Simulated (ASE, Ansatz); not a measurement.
# Structural relaxation of Na2H14C6S2Cl2O9 (C2/c) (140 atoms)

Aim: bring Na2H14C6S2Cl2O9 (C2/c) (140 atoms) to a nearby minimum of the energy and see what moves.

Main program and level: Ansatz 0.2.0; Kohn-Sham DFT, PBE+D4, PAW (set soft_2), plane waves.

## 1. Starting point

The cell holds 140 atoms: 8 Na, 56 H, 24 C, 8 S, 8 Cl and 36 O. Cell: a = 28.523 Å, b = 5.276 Å, c = 10.722 Å, α = 90.0°, β = 101.7°, γ = 90.0°. It derives from Na2H14C6S2Cl2O9 (C2/c), repeated 1×1×1. Na2H14C6S2Cl2O9, space group C2/c, structure from the Crystallography Open Database, 1 x 1 x 1 conventional cells; every coordinate displaced by a Gaussian of 0.01 Å; bonds to H set to neutron lengths (C-H 1.089, N-H 1.015, O-H 0.983, B-H 1.19 Å) where the listed ones are shorter.

Limits known from the start: The cell is under 6 Å thick along one periodic direction, so every atom has periodic images of itself close by, which move with it and show among its neighbours and in g(r).

## 2. Single point at the start

The forces at the start show how far the geometry lies from a minimum of this functional.

The input, input.yaml:

```yaml
crystal:
  lattice:
    - [28.523, 0.0, 0.0]
    - [0.0, 5.2756, 0.0]
    - [-2.16879, 0.0, 10.50036]
  atoms:
    - { symbol: Na, position: [0.04353, 0.61573, 0.63172] }
    - { symbol: Na, position: [0.95771, 0.61261, 0.86852] }
    - { symbol: Na, position: [0.54337, 0.12013, 0.63159] }
    - { symbol: Na, position: [0.45668, 0.11519, 0.86858] }
    [... 130 atom lines left out ...]
    - { symbol: O, position: [0.38959, 0.16643, 0.28698] }
    - { symbol: O, position: [0.6109, 0.16705, 0.21064] }
    - { symbol: O, position: [2.0e-05, 0.35525, 0.74842] }
    - { symbol: O, position: [0.50046, 0.85629, 0.74968] }
    - { symbol: O, position: [0.99974, 0.64718, 0.2502] }
    - { symbol: O, position: [0.50059, 0.14657, 0.251] }
kpoints:
  mp_grid: { grid: [1, 2, 1] }
hamiltonian:
  xc: pbe
  dispersion: d4
scf:
  occupations: { method: fixed }
output:
  forces: true
  stress: true
  populations: true
  dos:
    method: { smearing: { sigma: 0.15 } }
    de: 0.1
    projected: { site_lists: { C: [C], Cl: [Cl], H: [H], Na: [Na], O: [O] } }
  eigenvalues: true
```

On the command line:

```console
$ ansatz run input.yaml --threads 4 --pin off --max-ram 8192MiB --backend cpu --events-out ev --progress --plain --runs-dir out
```

It took 2 min on 4 threads of Arm Neoverse N1, shared host; peak memory 5.7 GiB.

Numbers from this run:

- free energy: -55108.6300 eV
- free energy per atom: -393.6331 eV/atom
- SCF cycles: 9
- pressure: 2.505 GPa
- r.m.s. force component: 0.5837 eV/Å
- longest force: 3.289 eV/Å
- Fermi energy: 0.5782 eV
- gap (highest filled to lowest empty level): 4.711 eV
- spilling of the projection: 0.01374

The r.m.s. force component of 0.58 eV/Å and the pressure of 2.5 GPa set the starting point.

Neighbours are counted within 1.21 Å (H-O), 1.34 Å (H-C), 1.73 Å (O-C), 2.88 Å (O-Na), 1.88 Å (O-S), 1.85 Å (C-C), 2.17 Å (C-Cl), 2.17 Å (C-S).

Length of the force by element and coordination:

```
element  coordination  atoms  mean length of the force (eV/Å)  spread  least   most
      C           all     24                             1.07   0.418  0.367   1.93
     Cl           all      8                            0.279   0.126  0.143  0.472
      H           all     56                            0.465   0.271  0.111   1.49
     Na           all      8                            0.085  0.0317  0.027  0.127
      O           all     36                             1.12   0.742  0.150   3.29
      O             2     16                             1.32   0.756  0.150   3.29
      O             3     16                             1.03   0.730  0.167   2.96
      O             4      4                            0.678   0.391  0.207   1.25
      S           all      8                             1.76   0.743  0.702   2.82
```

## 3. Relaxation

The atoms are relaxed in the fixed cell, aiming at the force tolerance of the input.

input.yaml, the sections that differ from step 2:

```yaml
output:
  forces: true
relax:
  f_tol: 0.03
  max_steps: 162
# crystal, kpoints, hamiltonian, scf: as in step 2
```

Wall time 8.2 min (4 threads); peak memory 5.4 GiB.

The steps of the relaxation:

```
step  energy less that of the first step (eV)  largest force component (eV/Å)
   1                                   0.0000                          3.0295
   2                                  -1.0485                          1.6488
   3                                  -1.3748                          0.6119
   4                                  -1.5170                          0.3122
   5                                  -1.5750                          0.3844
   6                                  -1.6120                          0.3441
   7                                  -1.6026                          0.2954
   8                                  -1.6333                          0.1037
   9                                  -1.6414                          0.0258
  10                                  -1.6414                          0.0258
  11                                  -1.6449                          0.0292
```

Relaxation step 7 was tried and not accepted.

The atoms that moved most (Å):

```
atom      dx      dy      dz  length
 H64  -0.130   0.268  -0.495   0.577
 H60   0.133  -0.249   0.470   0.548
 H63  -0.051  -0.276  -0.433   0.516
 H59   0.062   0.267   0.402   0.487
 H57  -0.124  -0.271  -0.361   0.468
 H62  -0.107   0.245  -0.364   0.451
 H61  -0.037  -0.263  -0.317   0.414
 H58  -0.037   0.270  -0.300   0.405
```

The relaxation changed the energy by -11.7 meV/atom, and atoms moved by 0.18 Å r.m.s., 0.58 Å at most.

## 4. Distances and neighbours after relaxation

Bonds before and after, by the cutoffs listed below:

```
pair  bonds before  bonds after  mean before (Å)  mean after (Å)  spread before (Å)  spread after (Å)
 H-O            16           16            0.982           0.985              0.012             0.005
 H-C            40           40            1.091           1.098              0.013             0.002
 O-C             8            8            1.419           1.420              0.010             0.002
O-Na            48           48            2.394           2.402              0.052             0.053
 O-S            24           24            1.456           1.479              0.017             0.011
 C-C            16           16            1.517           1.529              0.026             0.008
C-Cl             8            8            1.787           1.805              0.014             0.001
 C-S             8            8            1.771           1.798              0.016             0.001
```

Density 1.73 g/cm³, 11.29 Å³ an atom.

g(r), total and by pair (bins of 0.2 Å):

```
r (Å)  total   H-H   H-O    H-C  H-Cl  H-Na   H-S
 0.90   1.08  0.00  5.25   0.00  0.00  0.00  0.00
 1.10   2.18  0.00  0.00  15.90  0.00  0.00  0.00
 1.30   0.00  0.00  0.00   0.00  0.00  0.00  0.00
 1.50   1.50  0.69  0.00   0.00  0.00  0.00  0.00
 1.70   0.64  2.04  0.81   0.00  0.00  0.00  0.00
 1.90   0.39  0.00  0.40   0.96  0.00  0.00  0.00
 2.10   0.85  0.73  0.81   4.16  0.00  0.00  0.00
 2.30   0.72  0.22  0.00   0.56  3.98  0.00  4.07
 2.50   1.31  2.74  0.35   0.00  0.00  0.00  0.00
 2.70   1.31  0.11  2.06   2.02  0.00  0.77  2.88
 2.90   0.90  0.41  2.10   0.21  1.47  2.77  0.65
 3.10   0.91  1.79  0.79   0.59  1.86  1.21  1.05
 3.30   0.98  0.64  1.19   0.00  3.59  1.04  1.27
 3.50   1.07  1.00  0.81   0.67  1.84  1.39  0.47
 3.70   0.73  0.50  0.64   0.58  1.34  0.70  0.82
 3.90   1.02  1.41  0.74   1.09  0.74  1.48  0.27
 4.10   0.87  0.87  0.74   1.11  0.41  1.10  0.89
 4.30   0.85  0.48  0.62   1.24  1.05  1.36  1.06
 4.50   0.97  0.66  0.78   0.78  2.13  0.55  1.99
 4.70   0.96  0.69  0.75   0.84  0.57  0.77  0.51
 4.90   0.83  0.80  0.78   1.04  0.65  0.94  0.93
 5.10   1.08  1.50  1.41   1.13  0.65  1.33  0.43
 5.30   1.41  2.08  1.00   1.41  1.19  0.45  0.19
 5.50   1.02  1.16  0.89   1.07  0.79  0.65  0.18
 5.70   1.02  0.76  0.89   1.16  1.81  0.60  0.82
 5.90   1.08  0.75  0.96   1.19  1.25  0.41  1.16
 6.10   1.09  1.19  1.27   1.15  0.79  0.78  1.74
 6.30   1.17  1.42  1.12   1.28  0.74  0.92  1.76
```

Bonds by pair of elements; cutoffs follow the first minimum of g(r), held within bounds set by covalent radii, and pairs that aren't listed don't count as bonded:

```
pair A-B  cutoff (Å)  bonds  mean length (Å)  spread (Å)  shortest (Å)  B about A  A about B
     H-O        1.21     16            0.985       0.005         0.979      0.286      0.444
     H-C        1.34     40             1.10       0.002          1.09      0.714       1.67
     O-C        1.73      8             1.42       0.002          1.42      0.222      0.333
    O-Na        2.93     48             2.40       0.053          2.27       1.33          6
     O-S        1.93     24             1.48       0.011          1.47      0.667          3
     C-C        1.85     16             1.53       0.008          1.52       1.33       1.33
    C-Cl        2.17      8             1.80       0.001          1.80      0.333          1
     C-S        2.21      8             1.80       0.001          1.80      0.333          1
```

How many atoms have how many bonded neighbours:

```
element  mean   1   2   3   4  6
      C     4   0   0   0  24  0
     Cl     1   8   0   0   0  0
      H     1  56   0   0   0  0
     Na     6   0   0   0   0  8
      O  2.67   0  16  16   4  0
      S     4   0   0   0   8  0
```

Bond angles, per cent of each kind in bins of 5°:

```
angle (°)  O-Na-O  C-C-H  Na-O-S  O-S-O  C-S-O
    70–75     1.7    0.0     0.0    0.0    0.0
    75–80     8.3    0.0     0.0    0.0    0.0
    80–85    10.0    0.0     0.0    0.0    0.0
    85–90    26.7    0.0     0.0    0.0    0.0
    90–95    12.5    0.0     0.0    0.0    0.0
   95–100     9.2    0.0     0.0    0.0    0.0
  100–105     6.7    0.0     0.0    0.0   16.7
  105–110     5.0   33.3     0.0    0.0   83.3
  110–115     0.0   66.7     0.0   91.7    0.0
  115–120     0.0    0.0     0.0    8.3    0.0
  120–125     0.0    0.0     0.0    0.0    0.0
  125–130     0.0    0.0    37.5    0.0    0.0
  130–135     0.0    0.0    18.8    0.0    0.0
  135–140     0.0    0.0    31.2    0.0    0.0
  140–145     0.0    0.0    12.5    0.0    0.0
  145–150     0.0    0.0     0.0    0.0    0.0
  150–155     1.7    0.0     0.0    0.0    0.0
  155–160     1.7    0.0     0.0    0.0    0.0
  160–165     8.3    0.0     0.0    0.0    0.0
  165–170     3.3    0.0     0.0    0.0    0.0
  170–175     3.3    0.0     0.0    0.0    0.0
  175–180     1.7    0.0     0.0    0.0    0.0
```

Bond angles (no mean is given where the spread exceeds 20°):

```
 angle  count  mean (°)  spread (°)
O-Na-O    120         -           -
 C-C-H     48       110         1.3
Na-O-S     32       134         4.8
 O-S-O     24       112         1.6
 C-S-O     24       106           1
```

Bond length by coordination (bonds to H left out):

```
element  coordination  atoms  mean bond length (Å)
      O             2     16                  1.92
      O             3     16                  2.04
      O             4      4                  2.38
```

Counting bonds as in the table, all C atoms have 4, all Cl atoms have 1, all H atoms have 1 and all Na atoms have 6 bonded neighbours.

## 5. Single point at the relaxed geometry

The electronic structure is read at the final geometry, in a run of its own.

The input, input.yaml:

```yaml
crystal:
  lattice:
    - [28.523, 0.0, 0.0]
    - [0.0, 5.2756, 0.0]
    - [-2.16879, 0.0, 10.50036]
  atoms:
    - { symbol: Na, position: [0.04488, 0.61385, 0.63959] }
    - { symbol: Na, position: [0.95777, 0.59553, 0.87603] }
    - { symbol: Na, position: [0.54247, 0.08334, 0.63014] }
    - { symbol: Na, position: [0.45568, 0.12589, 0.86598] }
    [... 130 atom lines left out ...]
    - { symbol: O, position: [0.39015, 0.19549, 0.29299] }
    - { symbol: O, position: [0.61135, 0.15754, 0.21195] }
    - { symbol: O, position: [0.99749, 0.34726, 0.74035] }
    - { symbol: O, position: [0.50349, 0.84836, 0.76908] }
    - { symbol: O, position: [0.99748, 0.65345, 0.24037] }
    - { symbol: O, position: [0.49674, 0.15218, 0.22811] }
kpoints:
  mp_grid: { grid: [1, 2, 1] }
hamiltonian:
  xc: pbe
  dispersion: d4
scf:
  occupations: { method: fixed }
output:
  forces: true
  stress: true
  populations: true
  dos:
    method: { smearing: { sigma: 0.08 } }
    de: 0.1
    projected: { site_lists: { C: [C], Cl: [Cl], H: [H], Na: [Na], O: [O] } }
  eigenvalues: true
  write_density: true
  write_potential: true
  volumetric_format: npy
  elf: true
```

Wall time 2.3 min (4 threads); peak memory 5.7 GiB; 8.8 min of CPU time.

Numbers from this run:

| Item | Value |
| --- | --- |
| free energy | -55110.2749 eV |
| free energy per atom | -393.6448 eV/atom |
| SCF cycles | 10 |
| pressure | -0.09184 GPa |
| r.m.s. force component | 0.00677 eV/Å |
| longest force | 0.03898 eV/Å |
| Fermi energy | 0.4757 eV |
| gap (highest filled to lowest empty level) | 4.772 eV |
| spilling of the projection | 0.01343 |

Löwdin charges by element and coordination (they lack the spilled electrons, 0.052 e an atom on average):

```
element  coordination  atoms  mean charge (e)  spread   least     most
      C           all     24           -0.195   0.248  -0.487    0.121
     Cl           all      8          -0.0977  0.0022  -0.101  -0.0942
      H           all     56            0.259    0.08   0.176    0.387
     Na           all      8            0.756  9.0e-4   0.754    0.757
      O           all     36           -0.727   0.104  -0.801   -0.536
      O             2     16           -0.789  0.0072  -0.801   -0.779
      O             3     16           -0.665   0.128  -0.796   -0.536
      O             4      4           -0.722  3.0e-4  -0.722   -0.722
      S           all      8             2.30  3.0e-4    2.30     2.30
```

Density of states as counts of states in windows of 1 eV (from the Fermi level), total and the larger projections:

```
from (eV)  to (eV)  total   O p   C p  H s  Cl p
      -10       -9    0.3   0.0   0.1  0.1   0.0
       -9       -8   22.7   4.5   3.8  3.9   0.7
       -8       -7   21.8   6.3   6.9  3.8   0.1
       -7       -6   13.1   6.9   1.9  2.7   0.1
       -6       -5   46.0  19.1   9.8  2.3   1.0
       -5       -4   50.6  11.7  21.2  7.5   5.8
       -4       -3   37.4  13.7  11.6  4.9   4.5
       -3       -2   29.5  24.5   1.6  1.4   0.2
       -2       -1   64.2  40.0   5.3  3.6  12.1
       -1        0   70.5  44.5   5.7  1.9  16.5
        0        1    3.9   3.5   0.2  0.0   0.1
        1        4    0.0   0.0   0.0  0.0   0.0
        4        5    2.0   0.0   0.7  0.1   0.5
```

The curve was stored every 0.10 eV, coarse against its broadening of 0.08 eV, so these counts are rough.

With fixed occupations the program's Fermi level is the highest filled level; weight inside the gap is the broadening of levels at its edges.

Between -26 and -10 eV lie 168 more states.

Not all projections were asked for or kept, so they needn't add up to the total.

The levels nearest the highest filled one (over half full), pooled over k-points and spins:

```
level less the highest filled one (eV)  occupation
                               -0.0312           2
                               -0.0267           2
                               -0.0082           2
                               -0.0065           2
                               -0.0051           2
                                     0           2
                                  4.77           0
                                  4.80           0
                                  5.18           0
                                  5.19           0
                                  5.21           0
                                  5.22           0
```

Mean Löwdin charges: C -0.20, Cl -0.10, H +0.26, Na +0.76, O -0.73, S +2.30 e (they miss 1.3 % of the electrons, so they add up to more than the cell's charge).

## 6. Results

```
energy change in the relaxation                  : -11.75 meV/atom
r.m.s. displacement                              : 0.18 Å
largest displacement                             : 0.577 Å
free energy per atom                             : -393.6448 eV/atom
density                                          : 1.728 g/cm³
pressure                                         : -0.09184 GPa
r.m.s. force component                           : 0.00677 eV/Å
gap (highest filled to lowest empty level) : 4.772 eV
wall time of the 3 DFT runs                      : 12 min
```

Relaxation lowers the energy by 11.7 meV/atom and moves atoms by 0.18 Å r.m.s.; the r.m.s. force component goes from 0.58 to 0.0068 eV/Å, the pressure goes from 2.5 to -0.092 GPa, and the gap from 4.71 to 4.77 eV. By the final cutoffs no bond was broken or made. From the first step to the last the energy fell by 1.645 eV, and the largest move was 0.58 Å (H64). The C-S bonds go from 1.771 Å (spread 0.016) to 1.798 Å (spread 0.001). Counting bonds as in the table, all C atoms have 4, all Cl atoms have 1, all H atoms have 1 and all Na atoms have 6 bonded neighbours. Between filled and empty levels lie 4.77 eV on the run's k-points; the mesh holds the band edges only if they fold onto it, so the gap at this level can be narrower or closed, while semilocal functionals tend to narrow gaps against experiment.

[Logs are printed without paths, hosts, clocks, repeated set-up lines and the standing remarks that a program may print on its own settings, such as how far it seeks lower states.]

[Hosts, paths, dates, database ids (printed as entryN), source tags and the programs' standing remarks are cut or masked in the printed files.]
